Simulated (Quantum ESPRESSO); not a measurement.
# Near-edge structure at the Zn K edge of ErZn (Pm-3m), part 3 of 3

Aim: the near-edge shape at the Zn K edge of ErZn (Pm-3m), and what the core hole does to it.

Quantum ESPRESSO 7.5; X-ray absorption near-edge structure, plane-wave PAW PBEsol, one-electron final states by a Lanczos continued fraction.

So far. Step 7 (Spectrum with XCH, Zn atom 2): Main maxima below 30 eV (height): 1.9 eV (0.79), 9.0 eV (1.55) and 21.0 eV (1.17).  Step 7 (Spectrum with XCH, Zn atom 2): The total-energy difference is 9686.70 eV. One term is added: -30.96 eV, since the hole is spin-paired here and a spin-polarised one costs that much less in the free atom (computed apart). The photon energy is then 9655.74 eV. The tabulated edge of the element is 9659 eV.

## Step 9: Spectrum with XCH, other settings, Zn atom 2

A test of how far the spectrum depends on this setting.

Changed against the first core-hole run: Lanczos tolerance from 0.005 to 0.1.

File xspectra.in:

```
&input_xspectra
   calculation='xanes_dipole', edge='K'
   prefix='x', outdir='tmp', xiabs=2, xe0=11.1381
   xonly_plot=.false., x_save_file='xanes.sav'
   xniter=3000, xcheck_conv=20, xerror=0.1
   xcoordcrys=.false., xepsilon(1)=1, xepsilon(2)=0, xepsilon(3)=0
/
&plot
   xnepoint=413, xemin=-10, xemax=45, terminator=.true., cut_occ_states=.true.
   xgamma=0.4
/
&pseudos
   filecore='../Zn.wfc'
/
&cut_occ
   cut_desmooth=0.1, cut_stepl=0.05, cut_stepu=0.05, cut_ierror=1e-5
/
4 4 4 0 0 0
```

On the command line:

```sh
$ OMP_NUM_THREADS=1 mpirun --oversubscribe --bind-to none -np 4 xspectra.x -nk 4 -in xspectra.in > xspectra.out
```

Log:

```text
     [... banner and references ...]
Reading input_file

     calculation: xanes_dipole

     xepsilon  [cartesian coordinates]:   1.000000   0.000000   0.000000

     xonly_plot: FALSE
        => complete calculation: Lanczos + spectrum plot

     filecore (core-wavefunction file): ../Zn.wfc

     main plot parameters:
        cut_occ_states: TRUE
        gamma_mode:  constant
        -> using xgamma [eV]:  0.40
        xemin [eV]: -10.00
        xemax [eV]:  45.00
        xnepoint:  413
        xe0 [eV]:  11.138100 (energy zero read in input file)

[...]
Results of STEP 1 successfully written in x_save_file
     x_save_file name:
     ->  xanes.sav
     x_save_file version:  2

     ... End STEP 1 ...

     ... Begin STEP 2 ...

     The spectrum is calculated using the following parameters:
        xe0 [eV]:   11.1381
        the occupied states are elimintate from the spectrum
        xemin [eV]: -10.00
        xemax [eV]:  45.00
        xnepoint:  413
        constant broadening parameter [eV]:    0.400
        Core level energy [eV]:  -9659.
         (from electron binding energy of neutral atoms in X-ray data booklet)

     Cross-section successfully written in xanes.dat

     ... End STEP 2 ...

                                END JOB XSpectra
```

It took 2 min on 4 MPI ranks of AMD EPYC 7571, shared host; peak memory 0.23 GiB; 8 min of CPU time.

These settings depart from the first run's and aren't meant as converged.

This run also has another mesh (4×4×4 against 5×5×5), so the 3 % r.m.s. difference can't be laid on the changed setting alone. The highest intensity below 24 eV goes from 9.0 eV (1.55) to 9.1 eV (1.49).

| E (eV) | first run | this run |
| --- | --- | --- |
| -2.0 | 0.11 | 0.12 |
| -0.5 | 0.24 | 0.26 |
| 1.0 | 0.62 | 0.64 |
| 2.5 | 0.74 | 0.76 |
| 4.0 | 0.59 | 0.59 |
| 5.5 | 0.82 | 0.78 |
| 7.0 | 1.16 | 1.23 |
| 8.5 | 1.50 | 1.44 |
| 10.0 | 1.41 | 1.41 |
| 11.5 | 1.20 | 1.22 |
| 13.0 | 1.06 | 1.02 |
| 14.5 | 1.02 | 1.03 |
| 16.0 | 0.98 | 0.99 |
| 17.5 | 0.98 | 0.97 |
| 19.0 | 1.02 | 1.02 |
| 20.5 | 1.17 | 1.14 |
| 22.0 | 1.17 | 1.20 |
| 23.5 | 1.16 | 1.15 |
| 25.0 | 1.10 | 1.08 |
| 26.5 | 1.08 | 1.07 |
| 28.0 | 1.06 | 1.06 |
| 29.5 | 1.10 | 1.11 |
| 31.0 | 1.17 | 1.17 |

## Step 10: Supercell with FCH, Zn atom 2

The holes are 6.1 Å apart. The excited electron is left out and a uniform background balances the charge.

Changed against the first core-hole run: core hole to FCH.

File scf.in:

```
&control
   calculation='scf', prefix='x', pseudo_dir='../pp', outdir='tmp', tprnfor=.true.
/
&system
   ibrav=0, nat=8, ntyp=3, nbnd=57
   ecutwfc=62, ecutrho=400
   occupations='smearing', smearing='mv', degauss=0.015
   tot_charge=1
/
&electrons
   conv_thr=8.0e-08, electron_maxstep=120
   mixing_beta=0.5
/
ATOMIC_SPECIES
Er 1.0 Er.pbesol-spdn-kjpaw.UPF
Zn0 1.0 Zn.pbesol-dn-kjpaw-1sch.UPF
Zn 1.0 Zn.pbesol-dn-kjpaw.UPF
CELL_PARAMETERS angstrom
  3.50789832 3.50789832 3.50789832
  -3.50789832 3.50789832 -3.50789832
  -3.50789832 3.50789832 3.50789832
ATOMIC_POSITIONS crystal
Er   0.00000000 0.00000000 0.00000000
Er   0.50000000 0.50000000 0.00000000
Er   0.00000000 0.50000000 0.50000000
Er   0.50000000 0.00000000 0.50000000
Zn0  0.50000000 0.00000000 0.00000000
Zn   0.00000000 0.50000000 0.00000000
Zn   0.50000000 0.50000000 0.50000000
Zn   0.00000000 0.00000000 0.50000000
K_POINTS automatic
5 5 5 0 0 0
```

On the command line:

```sh
$ OMP_NUM_THREADS=1 mpirun --oversubscribe --bind-to none -np 4 pw.x -nk 4 -in scf.in > scf.out
```

Log:

```text
     [... banner and references ...]
[banner, memory and clock lines left out]
using ibrav=0 with symmetry is DISCOURAGED, use correct ibrav instead

     G-vector sticks info

     bravais-lattice index     =            0
     lattice parameter (alat)  =      11.4817  a.u.
     unit-cell volume          =    1165.1922 (a.u.)^3
     number of atoms/cell      =            8
     number of atomic types    =            3
     number of electrons       =        92.00
     number of Kohn-Sham states=           57
     kinetic-energy cutoff     =      62.0000  Ry
     charge density cutoff     =     400.0000  Ry
     scf convergence threshold =      8.0E-08
     mixing beta               =       0.5000
     number of iterations used =            8  plain     mixing
     Exchange-correlation= SLA  PW   PSX  PSC
                           (   1   4  10   8   0   0   0)

     celldm(1)=  11.481708  celldm(2)=   0.000000  celldm(3)=   0.000000
     celldm(4)=   0.000000  celldm(5)=   0.000000  celldm(6)=   0.000000

     crystal axes: (cart. coord. in units of alat)
               a(1) = (   0.577350   0.577350   0.577350 )
               a(2) = (  -0.577350   0.577350  -0.577350 )
               a(3) = (  -0.577350   0.577350   0.577350 )

     reciprocal axes: (cart. coord. in units 2 pi/alat)
               b(1) = (  0.866025  0.866025  0.000000 )
               b(2) = ( -0.000000  0.866025 -0.866025 )
               b(3) = ( -0.866025 -0.000000  0.866025 )

     PseudoPot. #1 for Er:     Pseudo is Projector augmented-wave + core cor, Zval = 11.0

     PseudoPot. #2 for Zn:     Pseudo is Projector augmented-wave + core cor, Zval = 13.0

[...]
ethr =  1.49E-10,  avg # of iterations =  2.3

     End of self-consistent calculation

          k = 0.0000 0.0000 0.0000 (  9693 PWs)   bands (ev):

   -39.6805 -39.6512 -39.6512 -39.6512 -13.6723 -13.6723 -13.6723 -13.6713
   -13.6713 -13.6713 -13.3786 -13.3786 -13.3786 -13.3190 -13.3190 -13.3130
    -3.3958  -3.3958  -3.3958  -3.3576  -3.3576   3.2717   4.1110   4.1110
     4.1110   4.1286   4.1286   4.1331   4.2285   4.2285   4.2285   4.2988
     4.2988   4.2988   4.3497   4.3497   4.4830   6.2800   7.0929   7.0929
    10.5077  10.5077  10.5077  11.0446  11.0446  11.0446  11.0788  11.0788
    11.0788  11.1389  11.1389  14.1894  14.1894  14.1894  14.3774  14.3774
    14.3774

     [... bands of 9 further k-points ...]

     the Fermi energy is    11.1065 ev

!    total energy              =   -3415.55161697 Ry
     total all-electron energy =   -118303.829424 Ry
     estimated scf accuracy    <       0.00000001 Ry
     smearing contrib. (-TS)   =      -0.00323815 Ry
     internal energy E=F+TS    =   -3415.54837882 Ry

     The total energy is F=E-TS. E is the sum of the following terms:
     one-electron contribution =    -354.64248170 Ry
     hartree contribution      =     260.98373060 Ry
     xc contribution           =    -416.58800309 Ry
     ewald contribution        =    -594.65328489 Ry
     one-center paw contrib.   =   -2310.64833974 Ry

     convergence has been achieved in   9 iterations

     Forces acting on atoms (cartesian axes, Ry/au):

     atom    1 type  1   force =     0.00000000   -0.00000000    0.00000000
     atom    2 type  1   force =    -0.00000000   -0.00000000   -0.00000000
     atom    3 type  1   force =     0.00000000    0.00000000   -0.00000000
[...]
atom    7 type  3   force =    -0.00000000   -0.00000000    0.00000000
     atom    8 type  3   force =    -0.00000000    0.00000000    0.00000000

     Total force =     0.000000     Total SCF correction =     0.000000

     XML data file, charge density, pseudopotentials, collected wavefunctions
```

The job ended after 2.4 min (4 MPI ranks; peak memory 0.31 GiB).

Energy with the hole: -1609605.598 eV, cores included.

## Step 11: Spectrum with FCH, Zn atom 2

Changed against the first core-hole run: core hole to FCH.

File xspectra.in:

```
&input_xspectra
   calculation='xanes_dipole', edge='K'
   prefix='x', outdir='tmp', xiabs=2, xe0=11.1065
   xonly_plot=.false., x_save_file='xanes.sav'
   xniter=3000, xcheck_conv=20, xerror=0.005
   xcoordcrys=.false., xepsilon(1)=1, xepsilon(2)=0, xepsilon(3)=0
/
&plot
   xnepoint=413, xemin=-10, xemax=45, terminator=.true., cut_occ_states=.true.
   xgamma=0.4
/
&pseudos
   filecore='../Zn.wfc'
/
&cut_occ
   cut_desmooth=0.1, cut_stepl=0.05, cut_stepu=0.05, cut_ierror=1e-5
/
5 5 5 0 0 0
```

On the command line:

```sh
$ OMP_NUM_THREADS=1 mpirun --oversubscribe --bind-to none -np 4 xspectra.x -nk 4 -in xspectra.in > xspectra.out
```

Log:

```text
     [... banner and references ...]
Reading input_file

     calculation: xanes_dipole

     xepsilon  [cartesian coordinates]:   1.000000   0.000000   0.000000

     xonly_plot: FALSE
        => complete calculation: Lanczos + spectrum plot

     filecore (core-wavefunction file): ../Zn.wfc

     main plot parameters:
        cut_occ_states: TRUE
        gamma_mode:  constant
        -> using xgamma [eV]:  0.40
        xemin [eV]: -10.00
        xemax [eV]:  45.00
        xnepoint:  413
        xe0 [eV]:  11.106500 (energy zero read in input file)

[...]
Results of STEP 1 successfully written in x_save_file
     x_save_file name:
     ->  xanes.sav
     x_save_file version:  2

     ... End STEP 1 ...

     ... Begin STEP 2 ...

     The spectrum is calculated using the following parameters:
        xe0 [eV]:   11.1065
        the occupied states are elimintate from the spectrum
        xemin [eV]: -10.00
        xemax [eV]:  45.00
        xnepoint:  413
        constant broadening parameter [eV]:    0.400
        Core level energy [eV]:  -9659.
         (from electron binding energy of neutral atoms in X-ray data booklet)

     Cross-section successfully written in xanes.dat

     ... End STEP 2 ...

                                END JOB XSpectra
```

Elapsed: 10 min, on 4 MPI ranks; peak memory 0.23 GiB; 41 min of CPU time.

| E (eV) | first run | this run |
| --- | --- | --- |
| -2.0 | 0.11 | 0.12 |
| -1.0 | 0.18 | 0.20 |
| 0.0 | 0.35 | 0.40 |
| 1.0 | 0.62 | 0.62 |
| 2.0 | 0.79 | 0.80 |
| 3.0 | 0.67 | 0.69 |
| 4.0 | 0.59 | 0.59 |
| 5.0 | 0.70 | 0.69 |
| 6.0 | 0.97 | 0.95 |
| 7.0 | 1.16 | 1.14 |
| 8.0 | 1.38 | 1.35 |
| 9.0 | 1.55 | 1.55 |
| 10.0 | 1.41 | 1.42 |
| 11.0 | 1.27 | 1.28 |
| 12.0 | 1.13 | 1.14 |
| 13.0 | 1.06 | 1.06 |
| 14.0 | 1.04 | 1.04 |
| 15.0 | 1.01 | 1.01 |
| 16.0 | 0.98 | 0.98 |
| 17.0 | 0.98 | 0.98 |
| 18.0 | 0.97 | 0.97 |
| 19.0 | 1.02 | 1.01 |
| 20.0 | 1.14 | 1.12 |
| 21.0 | 1.17 | 1.17 |
| 22.0 | 1.17 | 1.17 |
| 23.0 | 1.17 | 1.17 |
| 24.0 | 1.15 | 1.15 |
| 25.0 | 1.10 | 1.10 |
| 26.0 | 1.08 | 1.08 |
| 27.0 | 1.07 | 1.07 |
| 28.0 | 1.06 | 1.06 |
| 29.0 | 1.08 | 1.07 |
| 30.0 | 1.12 | 1.11 |
| 31.0 | 1.17 | 1.16 |
| 32.0 | 1.23 | 1.22 |

The scaled spectrum changes by 1 % r.m.s. The highest intensity below 24 eV goes from 9.0 eV (1.55) to 9.1 eV (1.55).

The photon energy of the zero moves by -0.01 eV.

## Step 12: Supercell with XCH, Zn atom 2

Another set-up is tried: convergence threshold of the field to 0.01.

scf.in, as its differences from that of step 10:

```diff
@@ -4,9 +4,8 @@
 &system
-   ibrav=0, nat=8, ntyp=3, nbnd=57
+   ibrav=0, nat=8, ntyp=3, nbnd=58
    ecutwfc=62, ecutrho=400
    occupations='smearing', smearing='mv', degauss=0.015
-   tot_charge=1
 /
 &electrons
-   conv_thr=8.0e-08, electron_maxstep=120
+   conv_thr=1.0e-02, electron_maxstep=120
    mixing_beta=0.5
```

On the command line:

```sh
$ OMP_NUM_THREADS=1 mpirun --oversubscribe --bind-to none -np 4 pw.x -nk 4 -in scf.in > scf.out
```

Log:

```text
     [... banner and references ...]
[banner, memory and clock lines left out]
using ibrav=0 with symmetry is DISCOURAGED, use correct ibrav instead

     G-vector sticks info

     bravais-lattice index     =            0
     lattice parameter (alat)  =      11.4817  a.u.
     unit-cell volume          =    1165.1922 (a.u.)^3
     number of atoms/cell      =            8
     number of atomic types    =            3
[...]
atom    1 type  1   force =     0.00000000    0.00000000   -0.00000000
     atom    2 type  1   force =     0.00000000   -0.00000000   -0.00000000
     atom    3 type  1   force =    -0.00000000   -0.00000000    0.00000000
[...]
atom    7 type  3   force =    -0.00000000   -0.00000000    0.00000000
     atom    8 type  3   force =     0.00000000    0.00000000   -0.00000000

     Total force =     0.000000     Total SCF correction =     0.000000

     XML data file, charge density, pseudopotentials, collected wavefunctions
[key lines of the parts left out:]
!    total energy              =   -3414.73212809 Ry
the Fermi energy is    11.1614 ev
convergence has been achieved in   2 iterations
```

Run time: 44 s. Hardware: 4 MPI ranks; peak memory 0.3 GiB.

The run finished. A setting was moved off its sound value on purpose, so it serves as a test and not as the result.

The fault put into the input: conv_thr is far too loose.

## Step 13: Spectrum with XCH, Zn atom 2

This attempt departs from the first core-hole run: convergence threshold of the field to 0.01.

xspectra.in, as its differences from that of step 11:

```diff
@@ -2,3 +2,3 @@
    calculation='xanes_dipole', edge='K'
-   prefix='x', outdir='tmp', xiabs=2, xe0=11.1065
+   prefix='x', outdir='tmp', xiabs=2, xe0=11.1614
    xonly_plot=.false., x_save_file='xanes.sav'
@@ -17,2 +17,2 @@
 /
-5 5 5 0 0 0
+3 3 3 0 0 0
```

On the command line:

```sh
$ OMP_NUM_THREADS=1 mpirun --oversubscribe --bind-to none -np 4 xspectra.x -nk 4 -in xspectra.in > xspectra.out
```

Log:

```text
     [... banner and references ...]
Reading input_file

     calculation: xanes_dipole

     xepsilon  [cartesian coordinates]:   1.000000   0.000000   0.000000

     xonly_plot: FALSE
        => complete calculation: Lanczos + spectrum plot

     filecore (core-wavefunction file): ../Zn.wfc

     main plot parameters:
        cut_occ_states: TRUE
        gamma_mode:  constant
        -> using xgamma [eV]:  0.40
        xemin [eV]: -10.00
        xemax [eV]:  45.00
        xnepoint:  413
        xe0 [eV]:  11.161400 (energy zero read in input file)

[...]
Results of STEP 1 successfully written in x_save_file
     x_save_file name:
     ->  xanes.sav
     x_save_file version:  2

     ... End STEP 1 ...

     ... Begin STEP 2 ...

     The spectrum is calculated using the following parameters:
        xe0 [eV]:   11.1614
        the occupied states are elimintate from the spectrum
        xemin [eV]: -10.00
        xemax [eV]:  45.00
        xnepoint:  413
        constant broadening parameter [eV]:    0.400
        Core level energy [eV]:  -9659.
         (from electron binding energy of neutral atoms in X-ray data booklet)

     Cross-section successfully written in xanes.dat

     ... End STEP 2 ...

                                END JOB XSpectra
```

Elapsed: 1.8 min, on 4 MPI ranks; peak memory 0.23 GiB.

The run finished. A setting was moved off its sound value on purpose, so it serves as a test and not as the result.

The fault put into the input: conv_thr is far too loose.

This run also has another mesh (3×3×3 against 5×5×5), so the 6 % r.m.s. difference can't be laid on the changed setting alone. The highest intensity below 24 eV goes from 9.0 eV (1.55) to 8.3 eV (1.60).

| E (eV) | first run | this run |
| --- | --- | --- |
| -2.0 | 0.11 | 0.12 |
| -0.5 | 0.24 | 0.29 |
| 1.0 | 0.62 | 0.68 |
| 2.5 | 0.74 | 0.73 |
| 4.0 | 0.59 | 0.63 |
| 5.5 | 0.82 | 0.73 |
| 7.0 | 1.16 | 1.15 |
| 8.5 | 1.50 | 1.60 |
| 10.0 | 1.41 | 1.41 |
| 11.5 | 1.20 | 1.08 |
| 13.0 | 1.06 | 1.05 |
| 14.5 | 1.02 | 1.17 |
| 16.0 | 0.98 | 0.93 |
| 17.5 | 0.98 | 0.88 |
| 19.0 | 1.02 | 1.05 |
| 20.5 | 1.17 | 1.18 |
| 22.0 | 1.17 | 1.16 |
| 23.5 | 1.16 | 1.17 |
| 25.0 | 1.10 | 1.13 |
| 26.5 | 1.08 | 1.01 |
| 28.0 | 1.06 | 1.02 |
| 29.5 | 1.10 | 1.09 |
| 31.0 | 1.17 | 1.21 |

## Step 14: What the core hole does

Both curves are counted from their own zero, so only the shift of weight within the empty states shows.

| E (eV) | no hole | XCH |
| --- | --- | --- |
| -2.0 | 0.11 | 0.11 |
| -1.0 | 0.17 | 0.18 |
| 0.0 | 0.34 | 0.35 |
| 1.0 | 0.54 | 0.62 |
| 2.0 | 0.74 | 0.79 |
| 3.0 | 0.64 | 0.67 |
| 4.0 | 0.53 | 0.59 |
| 5.0 | 0.62 | 0.70 |
| 6.0 | 0.76 | 0.97 |
| 7.0 | 0.91 | 1.16 |
| 8.0 | 1.16 | 1.38 |
| 9.0 | 1.38 | 1.55 |
| 10.0 | 1.43 | 1.41 |
| 11.0 | 1.39 | 1.27 |
| 12.0 | 1.33 | 1.13 |
| 13.0 | 1.20 | 1.06 |
| 14.0 | 1.17 | 1.04 |
| 15.0 | 1.18 | 1.01 |
| 16.0 | 1.13 | 0.98 |
| 17.0 | 1.05 | 0.98 |
| 18.0 | 1.03 | 0.97 |
| 19.0 | 1.08 | 1.02 |
| 20.0 | 1.16 | 1.14 |
| 21.0 | 1.25 | 1.17 |
| 22.0 | 1.27 | 1.17 |
| 23.0 | 1.30 | 1.17 |
| 24.0 | 1.31 | 1.15 |
| 25.0 | 1.28 | 1.10 |
| 26.0 | 1.25 | 1.08 |
| 27.0 | 1.22 | 1.07 |
| 28.0 | 1.21 | 1.06 |
| 29.0 | 1.24 | 1.08 |
| 30.0 | 1.26 | 1.12 |
| 31.0 | 1.29 | 1.17 |
| 32.0 | 1.31 | 1.23 |

With each curve scaled to its own mean, the area from −2 to 6 eV with the hole is 4.4 against 4.0, and the centre of weight from −1 to 20 eV moves by -0.4 eV (first and strongest maxima below 20 eV: 2.1 eV (0.75) and 9.6 eV (1.45) without the hole, 1.9 eV (0.79) and 9.0 eV (1.55) with it), a small effect on these measures.

## Step 15: Runs not followed above

These runs aren't followed: redraws of a spectrum that repeat one shown, runs with a planted fault or a state judged unsound, or a program's part that gave no sound spectrum.

| program | step | status | elapsed |
| --- | --- | --- | --- |
| Quantum ESPRESSO | no core hole, redrawn | converged | 6.4 s |
| Quantum ESPRESSO | spectrum with XCH, redrawn | converged | 3.5 s |

## Step 16: Outcome

```
absorber and edge                               : Zn K, atom 2 of the ground-state input (counted from 1)
surroundings                                    : 8 Er at 3.04 Å and 6 Zn at 3.51 Å (cube and octahedron, as in bcc, site symmetry m-3m)
highest intensity below 24 eV                   : 9.0 eV above the zero, height 1.55
photon energy of the zero, with the added terms : 9655.7 eV (raw 9686.7 eV; PBEsol puts this hole about 9 eV below PBE, itself good to a few eV)
```

What this shows: The Zn K edge of atom 2, with 8 Er at 3.04 Å and 6 Zn at 3.51 Å (cube and octahedron, as in bcc, site symmetry m-3m), has its highest intensity of the first 24 eV at 9.0 eV above the zero, near 9665 eV in photon energy (PBEsol puts this hole about 9 eV below PBE, itself good to a few eV), 1.5 times the mean level of the first 20 eV (Lorentzian half width 0.83 eV up to 4 eV, rising linearly to 1.75 eV at 25 eV (not a setting of the program: the run's 0.4 eV curve was folded afterwards with a further Lorentzian)). With each curve scaled to its own mean, the area from −2 to 6 eV with the hole is 4.4 against 4.0, and the centre of weight from −1 to 20 eV moves by -0.4 eV (first and strongest maxima below 20 eV: 2.1 eV (0.75) and 9.6 eV (1.45) without the hole, 1.9 eV (0.79) and 9.0 eV (1.55) with it), a small effect on these measures. The quadrupole part peaks at 18.4 eV with 0.2 % of the dipole spectrum's mean level. Changing the core hole to FCH alters the shape by 1 % r.m.s., so the result is insensitive to this choice. The strongest dipole feature below the main edge lies at 1.9 eV (height 0.79); the site has an inversion centre, so it comes from p states mixed with the neighbours' empty states, not from local p–d mixing. The run has no spin polarisation, although Er can carry a moment. Lanthanide 4f electrons are frozen in the core. The holes are only 6.1 Å apart, so the shape is probably not converged with cell size; no larger cell was run here. The structure is a computed Materials Project entry and may be a hypothetical form.

[Banner, clock and machine lines of the logs are left out without a mark of their own.]

[Logs are printed without paths, hosts, clocks, repeated set-up lines and the standing remarks that a program may print on its own settings, such as how far it seeks lower states.]

[Hosts, paths, dates, database ids (printed as entryN), source tags and the programs' standing remarks are cut or masked in the printed files.]

[Lists of maxima count a maximum above −3 eV only where it reaches 4 % of the highest in the window and stands out from its surroundings by 2 % of it (1.5 % where it reaches 55 %); shoulders and weaker maxima are passed over, and of the rest the first, up to two pre-edge ones and the few strongest are named.]
